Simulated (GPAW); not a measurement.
# A GW chain in GPAW: Ba2NF (R-3m)

Wanted: ground state, empty states, screening and self-energy for Ba2NF (R-3m).

Calculated with GPAW 26.7.0; LDA and many-body steps on it, plane waves.

The raw output is cut from this account; settings, times and results stay.

## 1. The starting structure

The structure is trigonal, space group R-3m (No. 166). The conventional cell has a = 4.022 Å, b = 4.022 Å, c = 20.025 Å, α = 90.00°, β = 90.00°, γ = 120.00°. Nearest to Ba lie 3 N at 2.77 Å and 3 F at 2.95 Å. Nearest to N lie 6 Ba at 2.77 Å. Nearest to F lie 6 Ba at 2.95 Å. Farther neighbours, and contacts between anions beyond the nearest, are not listed.

The cell and positions are those that the Materials Project relaxed with its own functionals (PBE, PBE+U or r2SCAN), kept fixed.

## 2. Ground state

This step: GPAW 26.7.0; DFT, LDA, plane waves, PAW.

The ground-state density comes first.

The input, run.py:

```python
import json
import numpy as np
from gpaw.mpi import world
from ase import Atoms
from gpaw import GPAW, PW, FermiDirac

atoms = Atoms(['Ba', 'Ba', 'N', 'F'],
    cell=[[2.0108224243, 1.1609488680, 6.6751031400],
      [-2.0108224243, 1.1609488680, 6.6751031400],
      [0.0000000000, -2.3218977359, 6.6751031400]],
    scaled_positions=[[0.7576400200, 0.7576400200, 0.7576400200],
      [0.2423599800, 0.2423599800, 0.2423599800],
      [0.5000000000, 0.5000000000, 0.5000000000],
      [0.0000000000, 0.0000000000, 0.0000000000]],
    pbc=(True, True, True))
calc = GPAW(mode=PW(600),
    xc='LDA',
    kpts={'size': (8, 8, 8), 'gamma': True},
    occupations=FermiDirac(0.001),
    nbands=-8,
    convergence={'density': 1e-6, 'bands': -3},
    maxiter=100,
    txt='gs.txt')
atoms.calc = calc
res = {'energy': atoms.get_potential_energy()}
kpts = calc.get_ibz_k_points()
res['kpts'] = kpts
res['eigenvalues'] = [calc.get_eigenvalues(kpt=k) for k in range(len(kpts))]
res['n_electrons'] = calc.get_number_of_electrons()
calc.write('gs.gpw')

if world.rank == 0:
    with open('result.json', 'w') as f:
        json.dump(res, f, default=lambda x: x.tolist())
```

Command:

```console
> mpirun -n 4 gpaw python run.py
```

Wall time 61 s (4 MPI ranks of Arm Neoverse V1, shared host); peak memory 1 GiB.

Read from the output:

```yaml
total_energy: -22.88 eV
gap: 0.9100 eV
k_of_the_valence_top: 0.5, 0.5, 0
k_of_the_conduction_bottom: 0.5, 0.5, 0
least_direct_gap: 0.9100 eV
```

The gap is direct, at (0.500, 0.500, 0.000).

## 3. Empty states on the mesh, 4×4×4 mesh, 222 bands

The sums over transitions need many empty states on a uniform mesh; this step solves for them.

The input, run.py:

```python
import json
import numpy as np
from gpaw.mpi import world
from gpaw import GPAW

calc = GPAW('gs.gpw').fixed_density(kpts={'size': (4, 4, 4), 'gamma': True},
    nbands=259,
    convergence={'bands': 222},
    txt='nscf.txt')
calc.write('full.gpw', mode='all')
res = {}
kpts = calc.get_ibz_k_points()
res['kpts'] = kpts
res['eigenvalues'] = [calc.get_eigenvalues(kpt=k) for k in range(len(kpts))]
res['n_electrons'] = calc.get_number_of_electrons()

if world.rank == 0:
    with open('result.json', 'w') as f:
        json.dump(res, f, default=lambda x: x.tolist())
```

Command:

```console
> mpirun -n 4 gpaw python run.py
```

Elapsed: 3.5 min, on 4 MPI ranks; peak memory 1.3 GiB.

Numbers from this step:

| Property | Result |
| --- | --- |
| gap | 0.9100 eV |
| k of the valence top | 0.5, 0.5, 0 |
| k of the conduction bottom | 0.5, 0.5, 0 |
| least direct gap | 0.9100 eV |
| k points computed | 13 |
| lowest point of the top converged band, above the valence top | 88.0037 eV |

On this mesh the gap is 0.910 eV.

## 4. Screening and self-energy, 4×4×4 mesh, 98 bands, screening to 60 eV

Now the one-shot GW correction: screening in the RPA, then the self-energy of the levels asked for.

This step: G0W0 on LDA, plane waves, PAW.

The input, run.py:

```python
import json
import numpy as np
from gpaw.mpi import world
from gpaw.response.g0w0 import G0W0

gw = G0W0('full.gpw',
    filename='gw',
    kpts=[0, 10],
    bands=(14, 18),
    ecut=60,
    nbands=98,
    integrate_gamma='WS',
    ppa=True)
gw.calculate()
res = {mode: {k: v for k, v in r.items() if k != 'sigma_eskwn'}
       for mode, r in gw.all_results.items()}

if world.rank == 0:
    with open('result.json', 'w') as f:
        json.dump(res, f, default=lambda x: x.tolist())
```

Command:

```console
> mpirun -n 4 gpaw python run.py
```

It took 4.7 min on 4 MPI ranks; peak memory 2.6 GiB; 19 min of CPU time.

Read from the output:

| Quantity | Value |
| --- | --- |
| G0W0 gap on the mesh | 1.620 eV |
| least direct G0W0 gap on the computed points | 1.620 eV |
| Z at the valence top | 0.7673 |
| Z at the conduction bottom | 0.8317 |
| starting gap on the mesh | 0.9100 eV |
| k of the valence top | 0.5, 0.5, 0 |
| k of the conduction bottom | 0.5, 0.5, 0 |

The gap on the mesh goes from 0.91 eV to 1.62 eV, a correction of +0.71 eV.

Limits: finite bands, cutoff and mesh; no spin-orbit coupling. v1 is the top filled band, c1 the lowest empty one. The levels before and after the correction (eV, zero at the valence-band top of each column):

```tsv
	conduction bottom	valence top
Kohn-Sham	0.91	0.00
G0W0	1.62	0.00
```

```tsv
	level	energy (eV)
Kohn-Sham	(0.5 0.5 0) v2	-0.137
Kohn-Sham	(0.5 0.5 0) v1	0.000
Kohn-Sham	(0.5 0.5 0) c1	0.910
Kohn-Sham	(0.5 0.5 0) c2	3.660
G0W0	(0.5 0.5 0) v2	-0.130
G0W0	(0.5 0.5 0) v1	0.000
G0W0	(0.5 0.5 0) c1	1.620
G0W0	(0.5 0.5 0) c2	4.781
```

## 5. Where the time went

Times are wall times on 4 MPI ranks of Arm Neoverse V1, shared host, good to a factor of about two.

```tsv
step	time	share	memory (GiB)
ground state	61 s	11 %	1.0
empty states on the mesh	3.5 min	38 %	1.3
screening and self-energy	4.7 min	51 %	2.6
```

## 6. Outcome

```yaml
lda_gap: 0.91 eV, direct
g0w0_gap_on_the_mesh: 1.62 eV
gw_settings: 4×4×4 mesh, 98 bands, screening to 60 eV, Godby-Needs plasmon pole
known_limits: short of the basis limit; no spin-orbit coupling
```

What this shows: G0W0 moves the gap on the mesh from 0.91 eV to 1.62 eV (+0.71 eV), with Z of 0.77 and 0.83 at the edges. Bands and cutoff are finite, so the gap stands short of the basis limit, usually by up to a few tenths of an eV; the mesh is an error of its own. The many-body steps are scalar-relativistic: spin-orbit coupling is not in them.

[Long decimals in the printed logs are rounded to 6 places.]

[Logs are printed without paths, hosts, clocks, repeated set-up lines and the standing remarks that a program may print on its own settings, such as how far it seeks lower states.]

[Paths, hosts, dates, memory and timing lines, banners, echoed tables and standing remarks are left out of the program output; an Ansatz launch command may be rebuilt from the run's recorded settings. Measured values are a selection of at most five: reports struck by readers or far from the other reports are left out. None is set beside runs whose start may be inverted or whose files or cutoffs have a known fault.]

[Runs of the session that timed out or met a known fault of the program may be left out.]

[Hosts, paths, dates, database ids (printed as entryN), source tags and the programs' standing remarks are cut or masked in the printed files.]

[Where the starting crystal was built by hand or by swapping elements, it need not be the compound's stable phase.]
